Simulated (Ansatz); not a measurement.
# Electron scattering at the Σ3 (112) boundary in bcc W, part 2 of 3

How much does the Σ3 (112) boundary in bcc W reflect electrons?

Ansatz 0.2.0; Ansatz plane-wave DFT, PBE, PAW files; relaxation of a bicrystal slab with its lowest layers held; PAW set soft_1 (the session's first sound run).

So far. Step 2 (Relaxing the bicrystal): The largest force component on a free atom ends at 0.017 eV/Å, under the tolerance of 0.03, after 6 steps.

## Step 3: Transmission across the boundary

Bulk layers of each grain are laid under and over the relaxed boundary, and a lead is named in the middle of each, away from the free faces. The mesh across the current, 22×14, is finer than the density's, because channels open and close sharply across the zone. Energies from -0.1 to 0.1 eV in steps of 0.05 eV are too few for the program's thermal sum, so it prints no conductance; for a metal the transmission near the Fermi level serves, at a fraction of the cost.

This step: Ansatz plane-wave DFT, PBE, PAW files; ballistic transport by layer matching (Landauer), zero bias; boundary relaxed in a short slab, bulk layers laid on; PAW set soft_1 (Ansatz 0.2.0).

System of this step: Σ3 (112) boundary in bcc W. The cell holds 34 atoms: 34 W. Its edges and angles: a = 2.741 Å, b = 4.476 Å, c = 50.826 Å, α = 90.0°, β = 90.0°, γ = 90.0°. It derives from W. Regions: lower grain, 14 atoms (14 W); boundary, 9 atoms (9 W); upper grain, 11 atoms (11 W). Vacuum lies along c.

File input.yaml:

```yaml
crystal:
  lattice:
    - [2.7407971979, 0.0, 0.0]
    - [0.0, 4.4757030822, 0.0]
    - [0.0, 0.0, 50.8263903382]
  atoms:
    - { symbol: W, position: [-6.0000000002, -9.0, 0.0786992736] }
    - { symbol: W, position: [-5.6666666669, -8.5, 0.1041196149] }
    - { symbol: W, position: [-5.3333333335, -8.0, 0.1295399562] }
    - { symbol: W, position: [-5.0000000002, -7.5, 0.1549602975] }
    - { symbol: W, position: [-4.6666666669, -7.0, 0.1803806388] }
    - { symbol: W, position: [-4.3333333335, -6.5, 0.2058009801] }
    - { symbol: W, position: [-4.0000000002, -6.0, 0.2312213214] }
    - { symbol: W, position: [-3.6666666668, -5.5, 0.2566416627] }
    - { symbol: W, position: [-3.3333333335, -5.0, 0.2820620041] }
    - { symbol: W, position: [-3.0000000001, -4.5, 0.3074823454] }
    - { symbol: W, position: [-2.6666666668, -4.0, 0.3329026867] }
    - { symbol: W, position: [-2.3333333334, -3.5, 0.358323028] }
    - { symbol: W, position: [-2.0000000001, -3.0, 0.3837433693] }
    - { symbol: W, position: [-1.6666666667, -2.5, 0.4091637106] }
    - { symbol: W, position: [0.6666666666, 0.0, 0.4345840519] }
    - { symbol: W, position: [0.9953696424, 0.5, 0.4599886999] }
    - { symbol: W, position: [0.3328676394, 0.0, 0.4861374187] }
    - { symbol: W, position: [0.6609277686, 0.5, 0.5109494228] }
    - { symbol: W, position: [0.0076135323, 0.0, 0.5381488127] }
    - { symbol: W, position: [0.6586713798, 0.5, 0.5656227302] }
    - { symbol: W, position: [0.3321854731, 0.0, 0.5905819531] }
    - { symbol: W, position: [0.9888893911, 0.5, 0.6164756534] }
    - { symbol: W, position: [0.6617720442, 0.0, 0.641676972] }
    - { symbol: W, position: [-1.6715612892, -2.5, 0.6670973133] }
    - { symbol: W, position: [-2.0048946225, -3.0, 0.6925176546] }
    - { symbol: W, position: [-2.3382279559, -3.5, 0.7179379959] }
    - { symbol: W, position: [-2.6715612892, -4.0, 0.7433583373] }
    - { symbol: W, position: [-3.0048946226, -4.5, 0.7687786786] }
    - { symbol: W, position: [-3.3382279559, -5.0, 0.7941990199] }
    - { symbol: W, position: [-3.6715612893, -5.5, 0.8196193612] }
    - { symbol: W, position: [-4.0048946226, -6.0, 0.8450397025] }
    - { symbol: W, position: [-4.3382279559, -6.5, 0.8704600438] }
    - { symbol: W, position: [-4.6715612893, -7.0, 0.8958803851] }
    - { symbol: W, position: [-5.0048946226, -7.5, 0.9213007264] }
kpoints:
  mp_grid: { grid: [9, 6, 1] }
hamiltonian:
  xc: pbe
  pseudopotentials: { kind: paw, azcp: { folder: soft_1 } }
scf:
  occupations: { method: fermi_dirac, width: 0.1 }
output:
  transmission:
    leads: [[8, 9], [27, 28]]
    kmesh: [22, 14]
    e_range: [-0.1, 0.1]
    de: 0.05
  write_potential: true
  write_density: true
  volumetric_format: npy
  elf: true
```

Run with:

```console
> ansatz run input.yaml --threads 8 --pin off --max-ram 15360MiB --backend cpu --events-out ev --progress --plain --runs-dir out
```

Numbers of over 12 decimals in the logs are rounded to 6 here.

Output:

```text
[...]
Crystal: 34 atoms, lattice volume = 623.487 Å³
Basis set: ecut = 420 eV, 12291 PW (Γ)
Bands: 286, of which v1, the nominal top of the filled ones, is band 238 counted from 1 (237 counted from 0)
Symmetry: 2 space group operations
[...]
k-points: 20 of 54 (time reversal used)
[...]
SCF iter   1: F=—  HF=-353125.420630 eV  |F-HF|=—  |Δ(HF+E_count)|=         —  Δρ=6.17e-2  dr2=3.06e2  ethr=3.10e-3  ⟨swp⟩=7.0  Hψ=23517  notcnv=0
[...]
SCF iter  12: F=-353115.446081 eV  HF=-353115.446081 eV  |F-HF|=1.63e-9  |Δ(HF+E_count)|=   3.91e-8  Δρ=8.21e-7  dr2=6.81e-9  ethr=2.10e-11  ⟨swp⟩=14.6  Hψ=17902  notcnv=0
SCF 1 converged in 12 iterations: F = -353115.446081 eV  dr2 = 6.81e-9
[...]
transmission: 441 of 4320 steps passed
transmission: 870 of 4320 steps passed
[...]
transmission: 4320 of 4320 steps passed
WARN: The output density's exchange-correlation potential varies sharply where the density is thin. Do not read a vacuum level from v_tot or v_xc, or from such a field of the output density. On a cell that repeats whose density bears no net charge and no dipole along the vacuum's axis use v_es (v_loc + v_h of the components); under efield.dipole_correction with no amplitude use v_es + v_field, which holds any externa [...]
SCF converged after 12 iterations
Free energy (F): -353115.446081 eV
[...]
Internal energy: -353114.891664 eV  (E = F + TS)
E sigma→0 (E₀):  -353115.168873 eV
Entropy (-TS):   -0.554417 eV (-16.306 meV/atom)
Fermi energy:    18.810696 eV
[...]
--- Band table (eV; the first three rows and the last of 20) ---
  k-point 0: bands = [... 234 lower, 17.9518, 18.0785, 18.1136, 18.3340, 18.4687, 18.5295, 18.6996, 18.8368, ... 44 higher]
  k-point 1: bands = [... 234 lower, 17.9914, 18.0578, 18.1581, 18.2060, 18.3628, 18.3723, 18.5885, 18.6154, ... 44 higher]
  k-point 2: bands = [... 234 lower, 18.5615, 18.6208, 18.7295, 18.7534, 18.9459, 19.0217, 19.2079, 19.3782, ... 44 higher]
  k-point 19: bands = [... 234 lower, 18.8099, 18.8599, 19.0902, 19.1212, 19.2333, 19.2421, 19.3140, 19.4139, ... 44 higher]
--- Transmission ---
  basis      : 107 plane waves across, 45 finite elements along
  points     : 96, standing for a mesh of 22 x 14
  energies   : 5 from -0.100000 to 0.100000 eV about the Fermi level, 0.050000 eV apart; the leads are filled to 0.000000 eV, and channels, transmission and decay are at 0.000000 eV
  crystal 0  : W2, at the sites [8, 9], period 2.5840 Å, over 19.38 Å; its Hamiltonian steps by up to 5.7 meV
    offset         : up to 0.0000 Å between an atom of the period and one for which it stands
    channels       : 1.428571e0 a spin
    conductance    : none, the energies end too early or step too widely for 300 K: set another output.transmission.e_range or a lower de, or, where they end at an eighth of basis.ecutwfc, a higher one
    slowest decay  : 0.0610 /Å at (0.2273, 0.2143)
[...]
channels       : 1.428571e0 a spin
[...]
slowest decay  : 0.0640 /Å at (0.2273, 0.2143)
  junction   : crystal 0 to crystal 1, 14.98 to 38.43 Å
    transmission   : 7.930674e-1 a spin
[...]
```

It took 5.3 min on 8 threads of Intel Xeon at 2.50GHz (Skylake/Cascade Lake), shared host; peak memory 8 GiB.

This step gave:

```
free energy                                    : -353115.4461 eV
energy at zero smearing                        : -353115.1689 eV
Fermi energy                                   : 18.81 eV
cell area                                      : 12.27 Å²
transmission per spin nearest the Fermi level  : 0.7931
open channels per spin nearest the Fermi level : 1.429
open channels per spin, upper lead             : 1.429
step of the lead's potential                   : 5.7 meV
step of the upper lead's potential             : 16.7 meV
```

Per spin. Transmission, zone mean against energy, zero at the Fermi level:

```csv
energy (eV),"transmission, zone mean"
-0.1000,0.805
-0.0500,0.794
0.0000,0.793
0.0500,0.785
0.1000,0.797
```

Per spin. Table of open channels, zone mean by energy, zero at the Fermi level:

```csv
energy (eV),lead,upper lead
-0.1000,1.44,1.42
-0.0500,1.44,1.44
0.0000,1.43,1.43
0.0500,1.48,1.48
0.1000,1.51,1.51
```

Transmission over k1 and k2. At 0.0000 eV from the Fermi level.

Values, 14 rows by 16 columns, each cell a mean:
```
1.42 1.17 0.95 1.30 0.90 1.17 0.59 1.35 1.91 0.84 0.89 1.12 0.88 1.37 0.89 1.34
1.19 1.02 0.71 1.14 0.98 0.76 0.27 0.00 1.40 0.00 0.43 0.86 0.99 1.08 0.75 1.06
0.03 0.13 0.12 0.35 0.97 0.94 0.99 0.95 0.90 0.96 0.98 0.95 0.96 0.11 0.13 0.13
0.33 0.11 0.01 0.04 0.03 0.42 0.86 0.93 0.92 0.92 0.79 0.24 0.06 0.01 0.02 0.16
0.97 0.81 0.32 0.45 0.40 0.92 0.86 0.72 0.74 0.72 0.93 0.66 0.66 0.24 0.45 0.88
0.99 0.99 1.00 1.09 0.56 0.96 0.90 1.26 1.58 0.98 1.07 0.72 0.77 1.08 0.99 0.99
1.06 1.03 1.01 1.32 0.98 1.07 1.03 1.31 1.55 1.10 1.15 1.01 1.01 1.35 0.98 1.04
0.99 0.99 1.00 1.09 0.56 0.96 0.90 1.26 1.58 0.98 1.07 0.72 0.77 1.08 0.99 0.99
0.97 0.81 0.32 0.45 0.40 0.92 0.86 0.72 0.74 0.72 0.93 0.66 0.66 0.24 0.45 0.88
0.33 0.11 0.01 0.04 0.03 0.42 0.86 0.93 0.92 0.92 0.79 0.24 0.06 0.01 0.02 0.16
0.03 0.13 0.12 0.35 0.97 0.94 0.99 0.95 0.90 0.96 0.98 0.95 0.96 0.11 0.13 0.13
1.19 1.02 0.71 1.14 0.98 0.76 0.27 0.00 1.40 0.00 0.43 0.86 0.99 1.08 0.75 1.06
1.42 1.17 0.95 1.30 0.90 1.17 0.59 1.35 1.91 0.84 0.89 1.12 0.88 1.37 0.89 1.34
0.89 0.16 0.11 1.07 1.02 1.29 0.72 1.39 1.93 0.87 1.08 1.23 0.97 0.92 0.00 0.24
```
Columns: k1 (b1) from -0.5 to 0.455; rows upwards: k2 (b2) from -0.5 to 0.429.

Open channels over k1 and k2. At 0.0000 eV from the Fermi level.

Ten even steps from '_' (0.00) to '@' (3.00):
```
@@@@**--**********--******--**********--**@@
@@**----******----__--**--__----******----**
----------**--****----------****--**--------
------------__------------------__----------
--------------**--------------**------------
****----****--****--******--****--****----**
******--****--******************--****--****
****----****--****--******--****--****----**
--------------**--------------**------------
------------__------------------__----------
----------**--****----------****--**--------
@@**----******----__--**--__----******----**
@@@@**--**********--******--**********--**@@
******__**********__******__**********__****
```
Columns: k1 (b1) from -0.5 to 0.455; rows upwards: k2 (b2) from -0.5 to 0.429.

ELF in the ca plane at fractional y = 0.000, with atoms of W within 0.2 Å of it. It is the smooth field of the valence electrons, not physical close to the nuclei.

Ten even steps from '0' (0.00) to '9' (0.69), each cell a mean:
```
95773554444542698544696783564444555321000000
89842554445634868844479842554455554321000000
45434434654546825945445533433664333321000000
54456327996446988725655456437997223321000000
44445368479454687325444446458469423321000000
58744479368355444354247745468459323321000000
88974459995256555563388984558996224421000000
82694545763353344453683594545763244421000000
```
Columns run along c (16.0 Å, from fractional 0.69 to 1.00 of the cell), rows up along a (2.7 Å). Atoms in or near the plane, at fractional coordinates: W at (0.69, 0.00), W at (0.74, 0.33), W at (0.79, 0.66), W at (0.85, 0.00), W at (0.90, 0.33).

Valence density in the ca plane at fractional y = 0.000, with atoms of W within 0.2 Å of it. It is the smooth field of the valence electrons, not physical close to the nuclei.

Ten even steps from '0' (0.0 e/Å³) to '9' (5.6 e/Å³), each cell a mean:
```
89941000000000354200279951000000000000000000
46510000000002699410136520000000000000000000
11100001211002899510011100001221000000000000
00000014762002698400000000013662000000000000
01000028995101243100001000027995100000000000
23210028995100011000013310027995100000000000
68731015862000000000158831014873000000000000
89951001221000011000289961001221000000000000
```
Columns run along c (16.0 Å, from fractional 0.69 to 1.00 of the cell), rows up along a (2.7 Å). Atoms in or near the plane, at fractional coordinates: W at (0.69, 0.00), W at (0.74, 0.33), W at (0.79, 0.66), W at (0.85, 0.00), W at (0.90, 0.33).

Electrostatic potential energy in the ca plane at fractional y = 0.000, with atoms of W within 0.2 Å of it. With pseudopotentials it is smooth inside the atoms' cores, unlike the true potential.

Ten even steps from '0' (-27 eV) to '9' (24 eV), each cell a mean:
```
00016888778986211477400016888778999999999999
20147988778884000168620137888778999999999999
65578875457873000158865578886446899999999999
87889851003774000168888889862003799999999999
77788730001687322589877788840000589999999999
42368730001688766888742358740000589999999999
00027751003788888898510026851002699999999999
00016874336898766787300005875336899999999999
```
Columns run along c (16.0 Å, from fractional 0.69 to 1.00 of the cell; values clipped at the 3rd and 97th percentile), rows up along a (2.7 Å). Atoms in or near the plane, at fractional coordinates: W at (0.69, 0.00), W at (0.74, 0.33), W at (0.79, 0.66), W at (0.85, 0.00), W at (0.90, 0.33).

Over the solved energies the transmission per spin lies between 0.785 and 0.805, out of 1.46 channels of the lead on average (up to 1.51).

## Step 4: Specific resistance

This step: Ansatz plane-wave DFT, PBE, PAW files; ballistic transport by layer matching (Landauer), zero bias; specific resistance of the boundary; PAW set soft_1 (Ansatz 0.2.0).

This step gave:

| Item | Value |
| --- | --- |
| area resistance | 0.9056 fΩ m² |
| T over the leads' mean channel count | 0.5454 |

Averaged over the energies near the Fermi level, 54.5 % of the channels pass, which makes 0.906 fΩ m².

By hand, with T and the leads' channels N averaged over the energies near the Fermi level: RA = A (h/2e²)(1/T − ½[1/N₁ + 1/N₂]) = 12.27×10⁻²⁰ m² × 12 906 Ω × (1/0.7948 − ½[1/1.458 + 1/1.456]) = 0.906 fΩ m².

(Part 2 of 3 ends here.)

[Logs are printed without paths, hosts, clocks, repeated set-up lines and the standing remarks that a program may print on its own settings, such as how far it seeks lower states.]

[Hosts, paths, dates, database ids (printed as entryN), source tags and the programs' standing remarks are cut or masked in the printed files.]
